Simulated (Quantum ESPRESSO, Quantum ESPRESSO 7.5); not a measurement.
# 1T-SnO2, 1 layer: solver and mixing choices

Which eigensolver and mixing suits 1T-SnO2, 1 layer? The physics should not care; the clock does.

Program: Quantum ESPRESSO 7.5. Level of theory: plane-wave DFT, PBE, GBRV ultrasoft pseudopotentials. Results are calculated unless marked as measured.

### Step 1. The structure

The cell holds 3 atoms: 2 O and 1 Sn. Its edges and angles: a = 3.220 Å, b = 3.220 Å, c = 18.789 Å, α = 90.0°, β = 90.0°, γ = 120.0°. It derives from SnO2. Vacuum lies along c.

This sheet is a model structure: its symmetry is held, and its stability is not tested here.

### Step 2. Ground state: david, local-TF mixing, beta 0.4, history 8

The first run is the reference of the series.

File c0.in:

```
&control
  prefix = 'c0'
  outdir = './out'
  pseudo_dir = './pseudo'
  calculation = 'scf'
  tprnfor = .true.
/
&system
  ibrav = 0
  nat = 3
  ntyp = 2
  ecutwfc = 40
  ecutrho = 200
  occupations = 'smearing'
  smearing = 'fd'
  degauss = 0.004
  assume_isolated = 'esm'
  esm_bc = 'bc1'
/
&electrons
  conv_thr = 1e-07
  mixing_beta = 0.4
  electron_maxstep = 80
  mixing_mode = 'local-TF'
  diagonalization = 'david'
  mixing_ndim = 8
/
ATOMIC_SPECIES
  O   15.9990  o_pbe_v1.2.uspp.F.UPF
  Sn  118.7100  sn_pbe_v1.4.uspp.F.UPF
CELL_PARAMETERS angstrom
  3.22000000000000 0.00000000000000 0.00000000000000
  -1.61000000000000 2.78860180018589 0.00000000000000
  0.00000000000000 0.00000000000000 18.78885438199983
ATOMIC_POSITIONS crystal
  O   0.666666666667 0.333333333333 -0.047604136624
  Sn  0.000000000000 0.000000000000 0.000000000000
  O   0.333333333333 0.666666666667 0.047604136624
K_POINTS automatic
  12 12 1 0 0 0
```

Launch:

```console
> OMP_NUM_THREADS=1 mpirun -n 4 pw.x -nk 4 -in c0.in > c0.out
```

Output:

```text
Program PWSCF v.7.5 starts
[citation notice left out]

     Parallel version (MPI & OpenMP), running on       4 processor cores
     Number of MPI processes:                 4
     Threads/MPI process:                     1

     MPI processes distributed on     1 nodes
[...]
Current dimensions of program PWSCF are:
     Max number of different atomic species (ntypx) = 10
     Max number of k-points (npk) =  40000
     Max angular momentum in pseudopotentials (lmaxx) =  4
     Message from routine setup:
     using ibrav=0 with symmetry is DISCOURAGED, use correct ibrav instead

     K-points division:     npool     =       4
     Subspace diagonalization in iterative solution of the eigenvalue problem:
     a serial algorithm will be used

     G-vector sticks info
     --------------------
     sticks:   dense  smooth     PW     G-vecs:    dense   smooth      PW
     Sum         511     421    121                54417    38975    6631

     Using Slab Decomposition

     bravais-lattice index     =            0
     lattice parameter (alat)  =       6.0849  a.u.
     unit-cell volume          =    1138.5164 (a.u.)^3
     number of atoms/cell      =            3
     number of atomic types    =            2
     number of electrons       =        26.00
     number of Kohn-Sham states=           17
     kinetic-energy cutoff     =      40.0000  Ry
     charge density cutoff     =     200.0000  Ry
     scf convergence threshold =      1.0E-07
     mixing beta               =       0.4000
     number of iterations used =            8  local-TF  mixing
     Exchange-correlation=  SLA  PW   PBX  PBC
                           (   1   4   3   4   0   0   0)

     Effective Screening Medium Method
     =================================
     Boundary Conditions: Vacuum-Slab-Vacuum
     total charge in unit cell        =   0.0000
     grid points for fit at edges     =        4

     celldm(1)=   6.084918  celldm(2)=   0.000000  celldm(3)=   0.000000
     celldm(4)=   0.000000  celldm(5)=   0.000000  celldm(6)=   0.000000

     crystal axes: (cart. coord. in units of alat)
               a(1) = (   1.000000   0.000000   0.000000 )
               a(2) = (  -0.500000   0.866025   0.000000 )
               a(3) = (   0.000000   0.000000   5.835048 )

     reciprocal axes: (cart. coord. in units 2 pi/alat)
               b(1) = (  1.000000  0.577350 -0.000000 )
               b(2) = (  0.000000  1.154701  0.000000 )
               b(3) = (  0.000000 -0.000000  0.171378 )

     PseudoPot. # 1 for O  read from file:
     ./pseudo/o_pbe_v1.2.uspp.F.UPF
     Pseudo is Ultrasoft + core correction, Zval =  6.0
     Generated by new atomic code, or converted to UPF format
     Using radial grid of  737 points,  5 beta functions with:
                l(1) =   0
                l(2) =   0
                l(3) =   1
                l(4) =   1
                l(5) =   2
     Q(r) pseudized with  8 coefficients,  rinner =    0.900   0.900   0.900
                                                       0.900   0.900

     PseudoPot. # 2 for Sn read from file:
     ./pseudo/sn_pbe_v1.4.uspp.F.UPF
     Pseudo is Ultrasoft + core correction, Zval = 14.0
     Generated by new atomic code, or converted to UPF format
     Using radial grid of  891 points,  6 beta functions with:
                l(1) =   0
                l(2) =   0
                l(3) =   1
                l(4) =   1
                l(5) =   2
                l(6) =   2
     Q(r) pseudized with  8 coefficients,  rinner =    1.350   1.350   1.350
                                                       1.350   1.350

     atomic species   valence    mass     pseudopotential
     O                 6.00    15.99900     O ( 1.00)
     Sn               14.00   118.71000     Sn( 1.00)

     12 Sym. Ops., with inversion, found

   Cartesian axes

     site n.     atom                  positions (alat units)
         1        O      tau(   1) = (   0.5000000   0.2886751  -0.2777724  )
         2        Sn     tau(   2) = (   0.0000000   0.0000000   0.0000000  )
         3        O      tau(   3) = (  -0.0000000   0.5773503   0.2777724  )

     number of k points=    19  Fermi-Dirac smearing, width (Ry)=  0.0040
                       cart. coord. in units 2pi/alat
        k(    1) = (   0.0000000   0.0000000   0.0000000), wk =   0.0138889
        k(    2) = (   0.0000000   0.0962250   0.0000000), wk =   0.0833333
        k(    3) = (   0.0000000   0.1924501   0.0000000), wk =   0.0833333
        k(    4) = (   0.0000000   0.2886751   0.0000000), wk =   0.0833333
        k(    5) = (   0.0000000   0.3849002   0.0000000), wk =   0.0833333
        k(    6) = (   0.0000000   0.4811252   0.0000000), wk =   0.0833333
        k(    7) = (   0.0000000  -0.5773503   0.0000000), wk =   0.0416667
        k(    8) = (   0.0833333   0.1443376   0.0000000), wk =   0.0833333
        k(    9) = (   0.0833333   0.2405626   0.0000000), wk =   0.1666667
        k(   10) = (   0.0833333   0.3367877   0.0000000), wk =   0.1666667
[...]
k(   19) = (   0.3333333   0.5773503   0.0000000), wk =   0.0277778

     Dense  grid:    54417 G-vectors     FFT dimensions: (  27,  27, 160)

     Smooth grid:    38975 G-vectors     FFT dimensions: (  25,  25, 144)

     Estimated max dynamical RAM per process >      85.15 MB

     Estimated total dynamical RAM >     300.74 MB

     Initial potential from superposition of free atoms

     starting charge      25.0000, renormalised to      26.0000

     negative rho (up, down):  2.758E-04 0.000E+00
     Starting wfcs are   17 randomized atomic wfcs

     total cpu time spent up to now is        0.8 secs

     per-process dynamical memory:    41.7 Mb

     Self-consistent Calculation

     iteration #  1     ecut=    40.00 Ry     beta= 0.40
     Davidson diagonalization with overlap
     ethr =  1.00E-02,  avg # of iterations =  6.5

     negative rho (up, down):  1.029E-03 0.000E+00

     total cpu time spent up to now is        1.9 secs

     total energy              =    -223.87285459 Ry
     estimated scf accuracy    <       0.90941264 Ry

     iteration #  2     ecut=    40.00 Ry     beta= 0.40
[...]
negative rho (up, down):  9.110E-03 0.000E+00

[...]
total energy              =    -223.70880039 Ry
     estimated scf accuracy    <       0.41099320 Ry

     iteration #  3     ecut=    40.00 Ry     beta= 0.40
[...]
negative rho (up, down):  7.835E-03 0.000E+00

[...]
total energy              =    -223.89283589 Ry
     estimated scf accuracy    <       0.12675823 Ry

     iteration #  4     ecut=    40.00 Ry     beta= 0.40
[...]
negative rho (up, down):  3.308E-02 0.000E+00

[...]
total energy              =    -223.82678522 Ry
     estimated scf accuracy    <       0.17466115 Ry

     iteration #  5     ecut=    40.00 Ry     beta= 0.40
[...]
c_bands:  2 eigenvalues not converged
[...]
negative rho (up, down):  3.470E-02 0.000E+00

[...]
total energy              =    -223.84125832 Ry
     estimated scf accuracy    <       0.01811048 Ry

     iteration #  6     ecut=    40.00 Ry     beta= 0.40
[...]
c_bands:  2 eigenvalues not converged
     c_bands:  3 eigenvalues not converged
     c_bands:  2 eigenvalues not converged
     c_bands:  2 eigenvalues not converged
[...]
negative rho (up, down):  2.786E-02 0.000E+00

[...]
total energy              =    -223.85084789 Ry
     estimated scf accuracy    <       0.00751403 Ry

     iteration #  7     ecut=    40.00 Ry     beta= 0.40
[...]
c_bands:  3 eigenvalues not converged
     c_bands:  3 eigenvalues not converged
     c_bands:  3 eigenvalues not converged
     c_bands:  3 eigenvalues not converged
[...]
negative rho (up, down):  2.201E-02 0.000E+00

[...]
total energy              =    -223.85240361 Ry
     estimated scf accuracy    <       0.00194491 Ry

     iteration #  8     ecut=    40.00 Ry     beta= 0.40
[...]
c_bands:  3 eigenvalues not converged
     c_bands:  3 eigenvalues not converged
     c_bands:  3 eigenvalues not converged
     c_bands:  2 eigenvalues not converged
     c_bands:  2 eigenvalues not converged
[...]
negative rho (up, down):  1.989E-02 0.000E+00

[...]
total energy              =    -223.85141834 Ry
     estimated scf accuracy    <       0.00351963 Ry

     iteration #  9     ecut=    40.00 Ry     beta= 0.40
[...]
c_bands:  2 eigenvalues not converged
     c_bands:  1 eigenvalues not converged
     c_bands:  1 eigenvalues not converged
     c_bands:  2 eigenvalues not converged
[...]
negative rho (up, down):  1.105E-02 0.000E+00

[...]
total energy              =    -223.85085850 Ry
     estimated scf accuracy    <       0.00076720 Ry

     iteration # 10     ecut=    40.00 Ry     beta= 0.40
[...]
c_bands:  1 eigenvalues not converged
     c_bands:  1 eigenvalues not converged
     c_bands:  2 eigenvalues not converged
     c_bands:  2 eigenvalues not converged
[...]
negative rho (up, down):  9.406E-03 0.000E+00

[...]
total energy              =    -223.85124487 Ry
     estimated scf accuracy    <       0.00051375 Ry

     iteration # 11     ecut=    40.00 Ry     beta= 0.40
[...]
c_bands:  1 eigenvalues not converged
     c_bands:  1 eigenvalues not converged
     c_bands:  1 eigenvalues not converged
[...]
negative rho (up, down):  3.207E-03 0.000E+00

[...]
total energy              =    -223.85182801 Ry
     estimated scf accuracy    <       0.00019480 Ry

     iteration # 12     ecut=    40.00 Ry     beta= 0.40
[...]
c_bands:  2 eigenvalues not converged
     c_bands:  2 eigenvalues not converged
     c_bands:  3 eigenvalues not converged
     c_bands:  2 eigenvalues not converged
[...]
negative rho (up, down):  2.247E-03 0.000E+00

[...]
total energy              =    -223.85203119 Ry
     estimated scf accuracy    <       0.00007079 Ry

     iteration # 13     ecut=    40.00 Ry     beta= 0.40
[...]
c_bands:  1 eigenvalues not converged
     c_bands:  2 eigenvalues not converged
[...]
negative rho (up, down):  3.506E-04 0.000E+00

[...]
total energy              =    -223.85247658 Ry
     estimated scf accuracy    <       0.00001727 Ry

     iteration # 14     ecut=    40.00 Ry     beta= 0.40
[...]
c_bands:  1 eigenvalues not converged
     c_bands:  1 eigenvalues not converged
     c_bands:  1 eigenvalues not converged
     c_bands:  2 eigenvalues not converged
     c_bands:  1 eigenvalues not converged
[...]
negative rho (up, down):  3.006E-04 0.000E+00

[...]
total energy              =    -223.85253639 Ry
     estimated scf accuracy    <       0.00000247 Ry

     iteration # 15     ecut=    40.00 Ry     beta= 0.40
[...]
c_bands:  1 eigenvalues not converged
[...]
negative rho (up, down):  2.915E-04 0.000E+00

[...]
total energy              =    -223.85255331 Ry
     estimated scf accuracy    <       0.00000020 Ry

     iteration # 16     ecut=    40.00 Ry     beta= 0.40
[...]
negative rho (up, down):  2.822E-04 0.000E+00

[...]
End of self-consistent calculation

          k = 0.0000 0.0000 0.0000 (  4835 PWs)   bands (ev):

   -28.0374 -27.5629 -27.5629 -27.3238 -27.3238 -25.9233 -23.9673 -10.9184
    -9.3374  -9.3374  -8.8925  -8.8925  -8.7515  -5.0934  -1.8370  -0.4754
    -0.2417

          k = 0.0000 0.0962 0.0000 (  4843 PWs)   bands (ev):

   -27.9929 -27.6364 -27.5473 -27.3366 -27.3231 -25.8893 -23.8422 -11.1498
    -9.7560  -9.6081  -9.1017  -8.7250  -8.4101  -4.7106  -1.6724  -0.3529
    -0.0922

          k = 0.0000 0.1925 0.0000 (  4839 PWs)   bands (ev):

   -27.9382 -27.7623 -27.5090 -27.3608 -27.3161 -25.7775 -23.5303 -11.8631
   -10.4199 -10.0823  -9.1824  -8.5242  -8.1854  -3.8352  -1.2772  -0.0060
     0.3420

          k = 0.0000 0.2887 0.0000 (  4843 PWs)   bands (ev):

   -28.1288 -27.6514 -27.4733 -27.3823 -27.2887 -25.5752 -23.1626 -12.8114
   -11.0502 -10.5772  -9.1549  -8.3853  -8.0790  -2.8864  -0.8796   0.5274
     1.0104

          k = 0.0000 0.3849 0.0000 (  4864 PWs)   bands (ev):

   -28.3404 -27.5292 -27.4588 -27.3781 -27.2385 -25.2996 -22.8618 -13.6594
   -11.6300 -11.0031  -9.0523  -8.2986  -8.0508  -2.1886  -0.5988   1.2089
     1.8529

          k = 0.0000 0.4811 0.0000 (  4876 PWs)   bands (ev):

   -28.4841 -27.4939 -27.4575 -27.3291 -27.1913 -25.0338 -22.6974 -14.2173
   -12.0565 -11.2895  -8.9398  -8.2516  -8.0709  -1.9049  -0.3062   2.0153
     2.7763

[...]
the Fermi energy is    -6.1602 ev

!    total energy              =    -223.85254971 Ry
     estimated scf accuracy    <       0.00000001 Ry
     smearing contrib. (-TS)   =      -0.00000000 Ry
     internal energy E=F+TS    =    -223.85254971 Ry

     The total energy is F=E-TS. E is the sum of the following terms:
     one-electron contribution =     385.70573138 Ry
     hartree contribution      =    -188.41951517 Ry
     xc contribution           =     -57.94283559 Ry
     ewald contribution        =    -363.19593033 Ry

     convergence has been achieved in  16 iterations

     negative rho (up, down):  2.822E-04 0.000E+00

     Forces acting on atoms (cartesian axes, Ry/au):

     atom    1 type  1   force =     0.00000000    0.00000000   -0.06844370
     atom    2 type  2   force =     0.00000000    0.00000000    0.00000000
     atom    3 type  1   force =    -0.00000000    0.00000000    0.06844370

     Total force =     0.096794     Total SCF correction =     0.000175

[...]
=------------------------------------------------------------------------------=
   JOB DONE.
=------------------------------------------------------------------------------=
```

Wall time 25 s (4 MPI ranks of Arm Neoverse V1, shared host); peak memory 0.39 GiB; 1.7 min of CPU time.

This step gave:

| Item | Value |
| --- | --- |
| free energy | -3045.6691 eV |
| Fermi energy | -6.160 eV |
| valence top, on the run's zero | -7.866 eV |
| conduction bottom, on the run's zero | -5.093 eV |
| gap by band count | 2.772 eV |
| vacuum line at the lower end of the cell, over the valence top | 7.866 eV |
| vacuum line at the upper end of the cell, over the valence top | 7.866 eV |

Electrostatic potential energy of an electron; zero at the highest filled level of the SCF mesh. The potential energy, planar mean by z:

z (Å), potential energy, planar mean (eV) and a bar from the least value:
```
     -9.0        7.9 ##############################
     -8.5        7.9 ##############################
     -8.0        7.9 ##############################
     -7.5        7.9 ##############################
     -7.0        7.9 ##############################
     -6.5        7.9 ##############################
     -6.0        7.9 ##############################
     -5.5        7.9 ##############################
     -5.0        7.9 ##############################
     -4.5        7.9 ##############################
     -4.0        7.9 ##############################
     -3.5        7.9 ##############################
     -3.0        7.8 ##############################
     -2.5        7.8 ##############################
     -2.0        7.3 #############################
     -1.5        4.6 ##########################
     -1.0       -6.4 ############
     -0.5      -12.4 ####
      0.0      -15.7 
      0.5      -12.4 ####
      1.0       -6.4 ############
      1.5        4.6 ##########################
      2.0        7.3 #############################
      2.5        7.8 ##############################
      3.0        7.8 ##############################
      3.5        7.9 ##############################
      4.0        7.9 ##############################
      4.5        7.9 ##############################
      5.0        7.9 ##############################
      5.5        7.9 ##############################
      6.0        7.9 ##############################
      6.5        7.9 ##############################
      7.0        7.9 ##############################
      7.5        7.9 ##############################
      8.0        7.9 ##############################
      8.5        7.9 ##############################
      9.0        7.9 ##############################
```

The program's own clock; routines nest. Time by routine:

| routine | wall time (s) | calls |
| --- | --- | --- |
| PWSCF | 24.93 | 1 |
| electrons | 23.9 | 1 |
| c_bands | 15.92 | 16 |
| cegterg | 13.82 | 80 |
| h_psi | 9.74 | 1104 |
| vloc_psi | 8.03 | 1104 |
| fftw | 7.94 | 13226 |
| mix_rho | 3.66 | 16 |
| sum_band | 2.44 | 16 |
| ffts | 2 | 1878 |
| newd | 1.1 | 17 |
| calbec | 0.99 | 1204 |
| add_vuspsi | 0.84 | 1104 |
| v_of_rho | 0.83 | 17 |

The vacuum levels are read from the outermost 0.7 Å of the cell on either side.

The run needed 16 iterations to bring the estimated error under 1e-07 Ry; the largest force on any atom, held or free, is 1.76 eV/Å, so this geometry is far from relaxed and its levels are not those of the real material.

Inside the slab this potential holds the local part of the pseudopotentials, which can be repulsive at the nuclei; only its value in the vacuum has a meaning of its own.

(Continued in part 2 of 4.)

[Logs are printed without paths, hosts, clocks, repeated set-up lines and the standing remarks that a program may print on its own settings, such as how far it seeks lower states.]

[Hosts, paths, dates, database ids (printed as entryN), source tags and the programs' standing remarks are cut or masked in the printed files.]

[Maps of the electrostatic potential energy from Ansatz leave out the sawtooth potential of an applied field or a dipole correction, so their vacuum need not be flat; planar profiles and work functions include it.]
